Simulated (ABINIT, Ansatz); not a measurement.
# SnPbSe3 (Pm-3m): zone-centre phonons, part 2 of 4

Wanted: the vibrations of SnPbSe3 (Pm-3m) at Γ, by two programs.

ABINIT 10.8.3; DFT LDA, scalar-relativistic, plane waves, HGH norm-conserving pseudopotentials.

So far. Step 2 (Relaxing the cell and atoms): The volume changes by -0.5 % from the cell with which this run began. Step 3 (Self-consistent run for the response): The cell stands at -0.85 GPa: the relaxation ran with a smoothed and higher cutoff, and the difference is a stress of the finite basis. The relaxed cell has a = 5.270 Å (conventional setting).

The structure was built from a prototype and need not be the compound's stable phase.

### 4. Linear response at Γ

At q = 0 one unit cell holds all displacements. The response is solved for single atoms along the cell's directions, and symmetry skips those that follow from others. The crystal is treated as a metal, which screens a static field, so no field response is asked.

File dfpt_gamma.abi:

```

# common to the responses
getwfk_filepath "gso_WFK"
kptopt 2
nqpt 1
qpt 0.0 0.0 0.0
asr 0
chneut 0

# displacements
rfphon 1
rfatpol 1 5
rfdir 1 1 1
tolvrs 1.0d-10
prtwf 0

# basis, mesh and filling
ecut 20.0
ixc 7
ngkpt 6 6 6
nshiftk 1
shiftk 0.0 0.0 0.0
istwfk *1
occopt 3
tsmear 0.01
nband 20
nstep 100
diemac 1000000.0
prtebands 0
prtgsr 0

# cell and atoms
acell 3*1.0 Angstrom
rprim 
    5.270250267 0.0 0.0
    0.0 5.270250267 0.0
    0.0 0.0 5.270250267
ntypat 3
znucl 50 82 34
natom 5
typat 1 2 3 3 3
xred 
    0.0 0.0 0.0
    0.5 0.5 0.5
    0.5 0.5 0.0
    0.5 0.0 0.5
    0.0 0.5 0.5
pp_dirpath "./pseudo"
pseudos "Sn.hgh, Pb.hgh, Se.hgh"
```

On the command line:

```sh
> OMP_NUM_THREADS=1 mpirun -n 4 abinit dfpt_gamma.abi > dfpt_gamma.log
```

Numbers of over 12 decimals in the logs are rounded to 6 here.

dfpt_gamma.abo, the main output file:

```text
[banners, grids, parts of the stress and lines that vanish by symmetry left out]
- input  file    -> dfpt_gamma.abi
- output file    -> dfpt_gamma.abo
- root for input  files -> dfpt_gammai
- root for output files -> dfpt_gammao

 Symmetries : space group Pm -3 m (#221); Bravais cP (primitive cubic)
================================================================================
 Values of the parameters that define the memory need of the present run (RF).
     intxc =       0      iscf =       7    lmnmax =       6     lnmax =       6
     mgfft =      45  mpssoang =       3    mqgrid =    3001     natom =       5
  nloc_mem =       1    nspden =       1   nspinor =       1    nsppol =       1
      nsym =      48    n1xccc =       0    ntypat =       3    occopt =       3
   xclevel =       1
-    mband =          20        mffmem =           1         mkmem =          28
-   mkqmem =          28        mk1mem =          28           mpw =        4248
      nfft =       91125          nkpt =         112
- my_mband =          20
================================================================================
================================================================================

--------------------------------------------------------------------------------
------------- Echo of variables that govern the present computation ------------
--------------------------------------------------------------------------------
-
- outvars: echo of selected default values
-   iomode0 =  0 , fftalg0 =312 , wfoptalg0 =  0
-
- outvars: echo of global parameters not present in the input file
-  max_nthreads =    1
-
 -outvars: echo values of preprocessed input variables
 [... echo left out ...]
================================================================================

 chkinp: Checking input parameters for consistency.

[...]
== DATASET  1 ==================================================================
-   mpi_nproc: 4, omp_nthreads: 1 (-1 if OMP is not activated)

--- !DatasetInfo
iteration_state: {dtset: 1, }
dimensions: {natom: 5, nkpt: 112, mband: 20, nsppol: 1, nspinor: 1, nspden: 1, mpw: 4248, }
cutoff_energies: {ecut:  20.0, pawecutdg:  -1.0, }
electrons: {nelect:   2.60000000E+01, charge:   0.00000000E+00, occopt:   3.00000000E+00, tsmear:   1.00000000E-02, }
meta: {optdriver: 1, rfphon: 1, }
...

 mkfilename: getwfk from: gso_WFK

 Exchange-correlation functional for the present dataset will be:
  LDA: Perdew-Wang 92 LSD fit to Ceperley-Alder data - ixc=7
 Citation for XC functional:
  J.P.Perdew and Y.Wang, PRB 45, 13244 (1992)

 Real(R)+Recip(G) space primitive vectors, cartesian coordinates (Bohr,Bohr^-1):
 R(1)=  9.9593296  0.0000000  0.0000000  G(1)=  0.1004084  0.0000000  0.0000000
 R(2)=  0.0000000  9.9593296  0.0000000  G(2)=  0.0000000  0.1004084  0.0000000
 R(3)=  0.0000000  0.0000000  9.9593296  G(3)=  0.0000000  0.0000000  0.1004084
 Unit cell volume ucvol=  9.8784844E+02 bohr^3
 Angles (23,13,12)=  9.00000000E+01  9.00000000E+01  9.00000000E+01 degrees
 setup1 : take into account q-point for computing boxcut.

 getcut: wavevector=  0.0000  0.0000  0.0000  ngfft=  45  45  45
         ecut(hartree)=     20.000   => boxcut(ratio)=   2.19453

--- Pseudopotential description ------------------------------------------------
- pspini: atom type   1  psp file is ./pseudo/Sn.hgh

- pspini: atom type   2  psp file is ./pseudo/Pb.hgh

- pspini: atom type   3  psp file is ./pseudo/Se.hgh

   1.74390780E+03                                ecore*ucvol(ha*bohr**3)
--------------------------------------------------------------------------------

 ==>  initialize data related to q vector <==

 The list of irreducible perturbations for this q vector is:
    1)    idir= 1    ipert=   1
    2)    idir= 1    ipert=   2
    3)    idir= 1    ipert=   3
    4)    idir= 3    ipert=   3

[...]
The perturbation idir=   2  ipert=   1 is
 symmetric of a previously calculated perturbation.
 So, its SCF calculation is not needed.

 The perturbation idir=   3  ipert=   1 is
 symmetric of a previously calculated perturbation.
 So, its SCF calculation is not needed.

 The perturbation idir=   2  ipert=   2 is
 symmetric of a previously calculated perturbation.
 So, its SCF calculation is not needed.

 The perturbation idir=   3  ipert=   2 is
 symmetric of a previously calculated perturbation.
 So, its SCF calculation is not needed.

[...]
The perturbation idir=   2  ipert=   5 is
 symmetric of a previously calculated perturbation.
 So, its SCF calculation is not needed.

 The perturbation idir=   3  ipert=   5 is
 symmetric of a previously calculated perturbation.
 So, its SCF calculation is not needed.

--------------------------------------------------------------------------------
 Perturbation wavevector (in red.coord.)   0.000000  0.000000  0.000000
 Perturbation : displacement of atom   1   along direction   1
 Found     8 symmetries that leave the perturbation invariant.

[...]
dfpt_looppert : total number of electrons, from k and k+q
  fully or partially occupied states are    2.600000E+01 and    2.600000E+01.
 Initialisation of the first-order wave-functions :
  ireadwf=   0

--- !BeginCycle
iteration_state: {dtset: 1, }
solver: {iscf: 7, nstep: 100, nline: 4, wfoptalg: 0, }
tolerances: {tolvrs: 1.00E-10, }
...

     iter   2DEtotal(Ha)        deltaE(Ha) residm    vres2
-ETOT  1   34.656470971606     -7.748E+01 1.258E+00 1.393E+05
 ETOT  2  -1.941764     -3.660E+01 1.013E-02 3.655E+03
 ETOT  3  -2.838390     -8.966E-01 3.371E-03 3.527E+02
 ETOT  4  -2.917747     -7.936E-02 3.873E-04 4.476E+00
 ETOT  5  -2.918743     -9.961E-04 6.038E-05 2.592E-03
[...]
At SCF step   12       vres2   =  5.34E-13 < tolvrs=  1.00E-10 =>converged.
[...]
Mean square residual over all n,k,spin=   90.312E-15; max=  42.450E-12

 Thirteen components of 2nd-order total energy (hartree) are
 1,2,3: 0th-order hamiltonian combined with 1st-order wavefunctions
     kin0=   9.72555112E+01 eigvalue=   3.48675550E+00  local=  -2.68478320E+01
 4,5,6: 1st-order hamiltonian combined with 1st and 0th-order wfs
 loc psp =  -1.07140454E+02  Hartree=   2.08193394E+01     xc=  -1.13812137E+01
 note that "loc psp" includes a xc core correction that could be resolved
 7,8,9: eventually, occupation + non-local contributions
    edocc=   1.00109556E+01     enl0=   2.17092612E+01   enl1=  -1.22965100E+02
 1-9 gives the relaxation energy (to be shifted if some occ is /=2.0)
   erelax=  -1.15052777E+02
 10,11,12 Non-relaxation  contributions : frozen-wavefunctions and Ewald
 fr.local=   1.65456187E+01 fr.nonlo=   5.85765323E+01  Ewald=   3.70118825E+01
 13,14 Frozen wf xc core corrections (1) and (2)
 frxc 1  =   0.00000000E+00  frxc 2 =   0.00000000E+00
 Resulting in :
 2DEtotal=   -0.2918743854E+01 Ha. Also 2DEtotal=   -0.794230663746E+02 eV
    (2DErelax=   -1.1505277733E+02 Ha. 2DEnonrelax=    1.1213403348E+02 Ha)
    (  non-var. 2DEtotal :   -2.9187438361E+00 Ha)

[...]
Perturbation wavevector (in red.coord.)   0.000000  0.000000  0.000000
 Perturbation : displacement of atom   2   along direction   1
 Found     8 symmetries that leave the perturbation invariant.

[...]
dfpt_looppert : total number of electrons, from k and k+q
  fully or partially occupied states are    2.600000E+01 and    2.600000E+01.
 Initialisation of the first-order wave-functions :
  ireadwf=   0

--- !BeginCycle
iteration_state: {dtset: 1, }
solver: {iscf: 7, nstep: 100, nline: 4, wfoptalg: 0, }
tolerances: {tolvrs: 1.00E-10, }
...

     iter   2DEtotal(Ha)        deltaE(Ha) residm    vres2
-ETOT  1   75.724360034207     -2.535E+01 3.269E-01 2.349E+05
[...]
At SCF step   12       vres2   =  5.69E-12 < tolvrs=  1.00E-10 =>converged.
[...]
Mean square residual over all n,k,spin=   23.819E-15; max=  10.176E-12

 Thirteen components of 2nd-order total energy (hartree) are
 1,2,3: 0th-order hamiltonian combined with 1st-order wavefunctions
     kin0=   9.35462424E+01 eigvalue=   5.84162658E+00  local=  -4.67169644E+01
 4,5,6: 1st-order hamiltonian combined with 1st and 0th-order wfs
 loc psp =  -5.07024165E+01  Hartree=   2.45765624E+01     xc=  -9.36830597E+00
 note that "loc psp" includes a xc core correction that could be resolved
 7,8,9: eventually, occupation + non-local contributions
    edocc=   1.01758499E+01     enl0=   1.71129678E+01   enl1=  -1.39633541E+02
 1-9 gives the relaxation energy (to be shifted if some occ is /=2.0)
   erelax=  -9.51679786E+01
 10,11,12 Non-relaxation  contributions : frozen-wavefunctions and Ewald
 fr.local=  -9.46982838E+00 fr.nonlo=   7.35362477E+01  Ewald=   3.70118825E+01
 13,14 Frozen wf xc core corrections (1) and (2)
 frxc 1  =   0.00000000E+00  frxc 2 =   0.00000000E+00
 Resulting in :
 2DEtotal=    0.5910323240E+01 Ha. Also 2DEtotal=    0.160828088532E+03 eV
    (2DErelax=   -9.5167978618E+01 Ha. 2DEnonrelax=    1.0107830186E+02 Ha)
    (  non-var. 2DEtotal :    5.9103232427E+00 Ha)

[...]
Perturbation wavevector (in red.coord.)   0.000000  0.000000  0.000000
 Perturbation : displacement of atom   3   along direction   1
 Found     4 symmetries that leave the perturbation invariant.

[...]
dfpt_looppert : total number of electrons, from k and k+q
  fully or partially occupied states are    2.600000E+01 and    2.600000E+01.
 Initialisation of the first-order wave-functions :
  ireadwf=   0

--- !BeginCycle
iteration_state: {dtset: 1, }
solver: {iscf: 7, nstep: 100, nline: 4, wfoptalg: 0, }
tolerances: {tolvrs: 1.00E-10, }
...

     iter   2DEtotal(Ha)        deltaE(Ha) residm    vres2
-ETOT  1   300.53365635127     -2.829E+02 1.012E+00 9.568E+05
[...]
At SCF step   12       vres2   =  9.12E-11 < tolvrs=  1.00E-10 =>converged.
[...]
Mean square residual over all n,k,spin=   58.182E-13; max=  65.884E-10

 Thirteen components of 2nd-order total energy (hartree) are
 1,2,3: 0th-order hamiltonian combined with 1st-order wavefunctions
     kin0=   5.84028718E+02 eigvalue=   1.19920056E+01  local=  -3.52090591E+02
 4,5,6: 1st-order hamiltonian combined with 1st and 0th-order wfs
 loc psp =  -2.84355263E+02  Hartree=   1.51916862E+02     xc=  -5.37413171E+01
 note that "loc psp" includes a xc core correction that could be resolved
 7,8,9: eventually, occupation + non-local contributions
    edocc=   1.69618135E+01     enl0=   2.26568375E+02   enl1=  -8.86916469E+02
 1-9 gives the relaxation energy (to be shifted if some occ is /=2.0)
   erelax=  -5.85635867E+02
 10,11,12 Non-relaxation  contributions : frozen-wavefunctions and Ewald
 fr.local=   1.29398887E+02 fr.nonlo=   4.44988194E+02  Ewald=   9.00301026E+00
 13,14 Frozen wf xc core corrections (1) and (2)
 frxc 1  =   0.00000000E+00  frxc 2 =   0.00000000E+00
 Resulting in :
 2DEtotal=   -0.2245776217E+01 Ha. Also 2DEtotal=   -0.611106840695E+02 eV
    (2DErelax=   -5.8563586713E+02 Ha. 2DEnonrelax=    5.8339009091E+02 Ha)
    (  non-var. 2DEtotal :   -2.2457755454E+00 Ha)

[...]
Perturbation wavevector (in red.coord.)   0.000000  0.000000  0.000000
 Perturbation : displacement of atom   3   along direction   3
 Found     8 symmetries that leave the perturbation invariant.

--------------------------------------------------------------------------------

--------------------------------------------------------------------------------

 dfpt_looppert : total number of electrons, from k and k+q
  fully or partially occupied states are    2.600000E+01 and    2.600000E+01.
 Initialisation of the first-order wave-functions :
  ireadwf=   0

--- !BeginCycle
iteration_state: {dtset: 1, }
solver: {iscf: 7, nstep: 100, nline: 4, wfoptalg: 0, }
tolerances: {tolvrs: 1.00E-10, }
...

     iter   2DEtotal(Ha)        deltaE(Ha) residm    vres2
-ETOT  1   400.64179210129     -1.932E+02 8.808E-01 1.188E+06
[...]
ETOT 11   10.601976906130     -8.072E-12 7.549E-08 3.440E-09
 ETOT 12   10.601976906111     -1.955E-11 1.837E-08 4.199E-11

 At SCF step   12       vres2   =  4.20E-11 < tolvrs=  1.00E-10 =>converged.
[...]
Mean square residual over all n,k,spin=   25.613E-12; max=  18.375E-09

 Thirteen components of 2nd-order total energy (hartree) are
 1,2,3: 0th-order hamiltonian combined with 1st-order wavefunctions
     kin0=   5.61511820E+02 eigvalue=   1.64366803E+01  local=  -3.26565496E+02
 4,5,6: 1st-order hamiltonian combined with 1st and 0th-order wfs
 loc psp =  -3.01840086E+02  Hartree=   1.56875106E+02     xc=  -5.17276176E+01
 note that "loc psp" includes a xc core correction that could be resolved
 7,8,9: eventually, occupation + non-local contributions
    edocc=   2.78480141E+01     enl0=   1.98862974E+02   enl1=  -8.64642876E+02
 1-9 gives the relaxation energy (to be shifted if some occ is /=2.0)
   erelax=  -5.83241481E+02
 10,11,12 Non-relaxation  contributions : frozen-wavefunctions and Ewald
 fr.local=   3.16172604E+01 fr.nonlo=   4.28819972E+02  Ewald=   1.33406226E+02
 13,14 Frozen wf xc core corrections (1) and (2)
 frxc 1  =   0.00000000E+00  frxc 2 =   0.00000000E+00
 Resulting in :
 2DEtotal=    0.1060197691E+02 Ha. Also 2DEtotal=    0.288494488563E+03 eV
    (2DErelax=   -5.8324148143E+02 Ha. 2DEnonrelax=    5.9384345834E+02 Ha)
    (  non-var. 2DEtotal :    1.0601977270E+01 Ha)

[...]
---- first-order wavefunction calculations are completed ----

 ==> Compute Derivative Database <==

 [... matrices left out ...]
  Phonon wavevector (reduced coordinates) :  0.00000  0.00000  0.00000
 Phonon energies in Hartree :
  -5.329705E-04 -5.329705E-04 -5.329705E-04 -4.061809E-04 -4.061809E-04
  -4.061809E-04 -1.957847E-04 -1.957847E-04 -1.957847E-04 -7.996086E-06
  -7.996085E-06 -7.996085E-06  9.680980E-04  9.680980E-04  9.680980E-04
 Phonon frequencies in cm-1    :
- -1.169735E+02 -1.169735E+02 -1.169735E+02 -8.914640E+01 -8.914640E+01
- -8.914640E+01 -4.296978E+01 -4.296978E+01 -4.296978E+01 -1.754938E+00
- -1.754938E+00 -1.754938E+00  2.124730E+02  2.124730E+02  2.124730E+02

== END DATASET(S) ==============================================================
================================================================================

 -outvars: echo values of variables after computation
            acell      1.8897261259E+00  1.8897261259E+00  1.8897261259E+00 Bohr
           etotal      1.0601976906E+01
            fcart      0.0000000000E+00  0.0000000000E+00  0.0000000000E+00
           strten      0.0000000000E+00  0.0000000000E+00  0.0000000000E+00
================================================================================
```

It took 3.3 min on 4 MPI ranks of Arm Neoverse V1, shared host.

This step gave:

| Item | Value |
| --- | --- |
| largest acoustic frequency at the zone centre before the sum rule | -1.75 cm⁻¹ |
| highest optical zone-centre mode (no LO-TO term) | 212.5 cm⁻¹ |
| lowest optical zone-centre mode | -117.0 cm⁻¹ |

The acoustic modes at Γ come out as far as 1.8 cm⁻¹ from zero, where they should vanish, a small numerical error. The lowest optical mode is imaginary, 117i cm⁻¹, an instability at this level and on this k mesh.

(Part 2 of 4 ends here.)

[Host names and launcher messages were left out of these logs when they were recorded.]

[Logs are printed without paths, hosts, clocks, repeated set-up lines and the standing remarks that a program may print on its own settings, such as how far it seeks lower states.]

[Hosts, paths, dates, database ids (printed as entryN), source tags and the programs' standing remarks are cut or masked in the printed files.]
